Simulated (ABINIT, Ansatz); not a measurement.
# BaTiO3 (P4mm): one start, several treatments of the self-energy, part 2 of 2

Aim: compare treatments of exchange, screening and correlation for the gap of BaTiO3 (P4mm).

ABINIT 10.8.3; PBE and many-body steps on it, plane waves. Known limits of the many-body steps: not at the basis limit; no spin-orbit coupling; coarse k mesh.

So far. Step 5 (G0W0, Engel-Farid plasmon pole): Against G0W0 in ABINIT (4×4×4 mesh, 140 bands, screening to 141.5 eV, Godby-Needs plasmon pole), the gap moves by +0.115 eV. Step 6 (G0W0, von der Linden-Horsch plasmon pole): Against G0W0 in ABINIT (4×4×4 mesh, 140 bands, screening to 141.5 eV, Godby-Needs plasmon pole), the gap moves by +0.134 eV.

## (7) One-shot Hartree-Fock

This step: one-shot Hartree-Fock on PBE, plane waves, norm-conserving pseudopotentials.

Contents of run.abi:

```
acell 3*1.0 Angstrom
rprim 
  3.990480000000 0.000000000000 0.000000000000
  0.000000000000 3.990480000000 0.000000000000
  0.000000000000 0.000000000000 4.023030000000
ntypat 3
znucl 56 22 8
natom 5
typat 1 2 3 3 3
xred 
  0.000000000000 0.000000000000 0.000000000000
  0.500000000000 0.500000000000 0.522000000000
  0.500000000000 0.500000000000 0.979000000000
  0.500000000000 0.000000000000 0.488000000000
  0.000000000000 0.500000000000 0.488000000000
pp_dirpath "pseudos"
pseudos "Ba.upf, Ti.upf, O.upf"
ecut 38
ngkpt 4 4 4
nshiftk 1
shiftk 0 0 0
kptopt 1
chksymbreak 0
istwfk *1
occopt 1
irdwfk 1
optdriver 4
nband 24
gwcalctyp 5
ecutsigx 38
symsigma 1
nkptgw 2
kptgw 
  0.5000000000 0.5000000000 0.5000000000
  0.0000000000 0.0000000000 0.0000000000
bdgw 
  18 23
  19 23
ixc_sigma 40
fftgw 31
indata_prefix "in"
outdata_prefix "out"
tmpdata_prefix "tmp"
```

Launch:

```console
$ OMP_NUM_THREADS=1 mpirun -n 4 abinit run.abi > log
```

The log of the run:

```text
.Version 10.8.3 of ABINIT. v10.8.2 released Aug 2026.

 Symmetries : space group P4 m m (# 99); Bravais tP (primitive tetrag.)
[... echo of the input left out ...]
== DATASET  1 ==================================================================
-   mpi_nproc: 4, omp_nthreads: 1 (-1 if OMP is not activated)

--- !DatasetInfo
iteration_state: {dtset: 1, }
dimensions: {natom: 5, nkpt: 18, mband: 24, nsppol: 1, nspinor: 1, nspden: 1, mpw: 4868, }
cutoff_energies: {ecut:  38.0, pawecutdg:  -1.0, }
[...]
Band     E0 <VxcDFT>   SigX SigC(E0)      Z dSigC/dE  Sig(E)    E-E0       E
[...]
22   8.936 -19.060 -12.059   0.000   1.000   0.000 -12.059   7.002  15.938
       23   8.936 -19.060 -12.059   0.000   1.000   0.000 -12.059   7.002  15.938

== END DATASET(S) ==============================================================
================================================================================

 -outvars: echo values of variables after computation  --------
           etotal      0.0000000000E+00
            nband          24
             nkpt          18
          spgroup          99
 [... the other variables as echoed above ...]

 Calculation completed.
```

Wall time 4.9 s (4 MPI ranks of Arm Neoverse V1, shared host); peak memory 0.26 GiB.

Numbers from this step:

| Property | Result |
| --- | --- |
| quasiparticle gap on the points computed | 14.12 eV |
| starting gap on the mesh | 1.851 eV |
| k of the valence top | 0, 0, 0 |
| k of the conduction bottom | 0, 0, 0 |
| least direct quasiparticle gap on the computed points | 14.12 eV |

Against G0W0 in ABINIT (4×4×4 mesh, 140 bands, screening to 141.5 eV, Godby-Needs plasmon pole), the gap moves by +10.764 eV.

## (8) Screening, 4×4×4 mesh, 140 bands, screening to 141.5 eV

This step: RPA screening on PBE, plane waves, norm-conserving pseudopotentials.

Edit run.abi of step 7 so:

```diff
@@ -26,16 +26,14 @@
 irdwfk 1
-optdriver 4
-nband 24
-gwcalctyp 5
-ecutsigx 38
-symsigma 1
-nkptgw 2
-kptgw 
-  0.5000000000 0.5000000000 0.5000000000
-  0.0000000000 0.0000000000 0.0000000000
-bdgw 
-  18 23
-  19 23
-ixc_sigma 40
-fftgw 31
+optdriver 3
+nband 140
+ecuteps 5.2
+inclvkb 2
+awtr 1
+symchi 1
+gwcalctyp 2
+nfreqre 16
+freqremax 40 eV
+nfreqim 8
+spmeth 1
+nomegasf 120
 indata_prefix "in"
```

The log of the run:

```text
.Version 10.8.3 of ABINIT. v10.8.2 released Aug 2026.

 Symmetries : space group P4 m m (# 99); Bravais tP (primitive tetrag.)
[... echo of the input left out ...]
== DATASET  1 ==================================================================
-   mpi_nproc: 4, omp_nthreads: 1 (-1 if OMP is not activated)

--- !DatasetInfo
iteration_state: {dtset: 1, }
dimensions: {natom: 5, nkpt: 18, mband: 140, nsppol: 1, nspinor: 1, nspden: 1, mpw: 4868, }
cutoff_energies: {ecut:  38.0, pawecutdg:  -1.0, }
electrons: {nelect:   4.00000000E+01, charge:   0.00000000E+00, occopt:   1.00000000E+00, tsmear:   1.00000000E-02, }

 SCREENING: Calculation of the susceptibility and dielectric matrices

 Based on a program developped by R.W. Godby, V. Olevano, G. Onida, and L. Reining.
 Incorporated in ABINIT by V. Olevano, G.-M. Rignanese, and M. Torrent.
.Using double precision arithmetic ; gwpc =  8

[... cell and pseudopotentials left out ...]
--------------------------------------------------------------------------------

 ==== K-mesh for the wavefunctions ====
 Number of points in the irreducible wedge :    18
[... list of points left out ...]
 Together with  8 symmetry operations and time-reversal symmetry
 yields    64 points in the full Brillouin Zone.

 ==== Q-mesh for the screening function ====
 Number of points in the irreducible wedge :    18
[... list of points left out ...]
 Together with  8 symmetry operations and time-reversal symmetry
 yields    64 points in the full Brillouin Zone.

 setmesh: FFT mesh size selected  =    30x   30x   30
          total number of points  =        27000

 vcoul_init : cutoff-mode = AUXILIARY_FUNCTION
 q-points for optical limit:   1
     1)      0.000010    0.000020    0.000030

- screening: taking advantage of time-reversal symmetry
- Maximum band index for partially occupied states nbvw = 20
- Remaining bands to be divided among processors   nbcw = 120
- Number of bands treated by each node ~30

 Number of electrons calculated from density =   40.0000; Expected =   40.0000
 average of density, n =  0.092525
 r_s =    1.3716
 omega_plasma =   29.3417 [eV]

 calculating chi0 at frequencies [eV] :
  1    0.000000E+00    0.000000E+00
  2    2.666667E+00    0.000000E+00
  3    5.333333E+00    0.000000E+00
[...]
23    0.000000E+00    7.472825E+01
 24    0.000000E+00    1.052182E+02

--------------------------------------------------------------------------------
  q-point number  1        q = ( 0.000000, 0.000000, 0.000000) [r.l.u.]
--------------------------------------------------------------------------------
[... chi0 elements left out ...]
  [... further frequencies ...]

 No. of calculated frequencies >  15, stop printing
 For q-point:  0.000010 0.000020 0.000030
  dielectric constant =   5.8820
  dielectric constant without local fields =   6.5263

  Average fulfillment of the sum rule on Im[epsilon] for q-point    1 :     68.46  [%]
[... wings left out ...]
  q-point number  2        q = ( 0.250000, 0.000000, 0.000000) [r.l.u.]
--------------------------------------------------------------------------------
[... chi0 elements left out ...]
  [... further frequencies ...]

 No. of calculated frequencies >  15, stop printing
  Average fulfillment of the sum rule on Im[epsilon] for q-point    2 :     79.21  [%]

 [... 16 further q-points ...]
```

Wall time 6 min (4 MPI ranks); peak memory 2.5 GiB; 24 min of CPU time.

This step gave:

* ε∞ with local fields, on this mesh, along the program's q direction: 5.882
* the same without local fields: 6.526
* plasma frequency: 29.34 eV
* plane waves in the screening matrix: 251

## (9) G0W0, contour deformation

This step: G0W0 on PBE, plane waves, norm-conserving pseudopotentials.

Edit run.abi of step 8 so:

```diff
@@ -26,14 +26,16 @@
 irdwfk 1
-optdriver 3
+optdriver 4
 nband 140
+gwcalctyp 2
+ecutsigx 38
+symsigma 1
+nkptgw 2
+kptgw 
+  0.5000000000 0.5000000000 0.5000000000
+  0.0000000000 0.0000000000 0.0000000000
+bdgw 
+  18 23
+  19 23
 ecuteps 5.2
-inclvkb 2
-awtr 1
-symchi 1
-gwcalctyp 2
-nfreqre 16
-freqremax 40 eV
-nfreqim 8
-spmeth 1
-nomegasf 120
+irdscr 1
 indata_prefix "in"
```

The log of the run:

```text
.Version 10.8.3 of ABINIT. v10.8.2 released Aug 2026.

 Symmetries : space group P4 m m (# 99); Bravais tP (primitive tetrag.)
[... echo of the input left out ...]
== DATASET  1 ==================================================================
-   mpi_nproc: 4, omp_nthreads: 1 (-1 if OMP is not activated)

--- !DatasetInfo
iteration_state: {dtset: 1, }
dimensions: {natom: 5, nkpt: 18, mband: 140, nsppol: 1, nspinor: 1, nspden: 1, mpw: 4868, }
cutoff_energies: {ecut:  38.0, pawecutdg:  -1.0, }
[...]
Band     E0 <VxcDFT>   SigX SigC(E0)      Z dSigC/dE  Sig(E)    E-E0       E
[...]
23   8.936 -19.060 -12.059  -5.027   0.732  -0.366 -17.615   1.445  10.382
       23   0.000   0.000   0.000   0.000   0.000   0.000   0.000   0.000   0.000

== END DATASET(S) ==============================================================
================================================================================

 -outvars: echo values of variables after computation  --------
           etotal      0.0000000000E+00
            nband         140
             nkpt          18
          spgroup          99
 [... the other variables as echoed above ...]

 Calculation completed.
```

It took 17 s on 4 MPI ranks; peak memory 2.4 GiB; 68 s of CPU time.

This step gave:

* G0W0 gap on the points computed: 3.384 eV
* starting gap on the mesh: 1.851 eV
* k of the valence top: 0.5, 0.5, 0.5
* k of the conduction bottom: 0, 0, 0
* least direct G0W0 gap on the computed points: 3.755 eV

Against G0W0 in ABINIT (4×4×4 mesh, 140 bands, screening to 141.5 eV, Godby-Needs plasmon pole), the gap moves by +0.029 eV.

## (10) Side by side

Times are wall times on 4 MPI ranks of Arm Neoverse V1, shared host, good to a factor of about two. A run's time includes the screening step that it read.

```tsv
run	mesh	bands	screening cutoff (eV)	DFT gap (eV)	gap on the mesh (eV)	direct (eV)	ε∞ used	time
G0W0, Godby-Needs plasmon pole	4×4×4	140	141.5	1.851	3.355	3.740	5.80	4.2 min
G0W0, Engel-Farid plasmon pole	4×4×4	140	141.5	1.851	3.470	3.858	5.80	4 min
G0W0, von der Linden-Horsch plasmon pole	4×4×4	140	141.5	1.851	3.489	3.878	5.80	4 min
one-shot Hartree-Fock	4×4×4	-	-	1.851	14.119	14.119	-	4.9 s
G0W0, contour deformation	4×4×4	140	141.5	1.851	3.384	3.755	5.88	6.3 min
```

## (11) What came out

| Item | Value |
| --- | --- |
| G0W0, Godby-Needs plasmon pole | 3.355 eV |
| G0W0, Engel-Farid plasmon pole | 3.470 eV |
| G0W0, von der Linden-Horsch plasmon pole | 3.489 eV |
| one-shot Hartree-Fock | 14.119 eV |
| G0W0, contour deformation | 3.384 eV |
| known limits | not at the basis limit; no spin-orbit coupling; coarse k mesh |

**Reading.** G0W0, Engel-Farid plasmon pole: +0.115 eV against G0W0, Godby-Needs plasmon pole. G0W0, von der Linden-Horsch plasmon pole: +0.134 eV against G0W0, Godby-Needs plasmon pole. One-shot Hartree-Fock: +10.764 eV against G0W0, Godby-Needs plasmon pole. G0W0, contour deformation: +0.029 eV against G0W0, Godby-Needs plasmon pole. Bare exchange alone opens the gap to 14.12 eV; against G0W0, correlation takes back 10.76 eV. Bands and cutoff are finite, so the gap is not at the basis limit. The miss can reach some tenths of an eV and take either sign; the mesh is an error of its own. In the first G0W0 run levels were corrected at 2 k points alone, so a gap called «on the mesh» is the least over those, and an edge elsewhere would be missed. The 4×4×4 mesh is coarse for this cell, which bears on the long-range parts of exchange and screening. The many-body steps are scalar-relativistic: spin-orbit coupling is not in them.

[Paths, hosts, dates, memory and timing lines, banners, echoed tables and standing remarks are left out of the program output.]

[Logs are printed without paths, hosts, clocks, repeated set-up lines and the standing remarks that a program may print on its own settings, such as how far it seeks lower states.]

[Runs of the session that timed out or met a known fault of the program may be left out.]

[No measured gap is set beside runs whose start may be inverted or whose files or cutoffs have a known fault.]

[Hosts, paths, dates, database ids (printed as entryN), source tags and the programs' standing remarks are cut or masked in the printed files.]

[G0W0 gaps are taken among the corrected bands and points alone; a level outside them can change the order at an edge.]

[Where Ansatz stands beside ABINIT at settings called matched, ABINIT's density can come from a denser mesh and the files from another edition; pairs whose starting gaps differed by over 0.03 eV were left out, so agreement reads better than it is.]
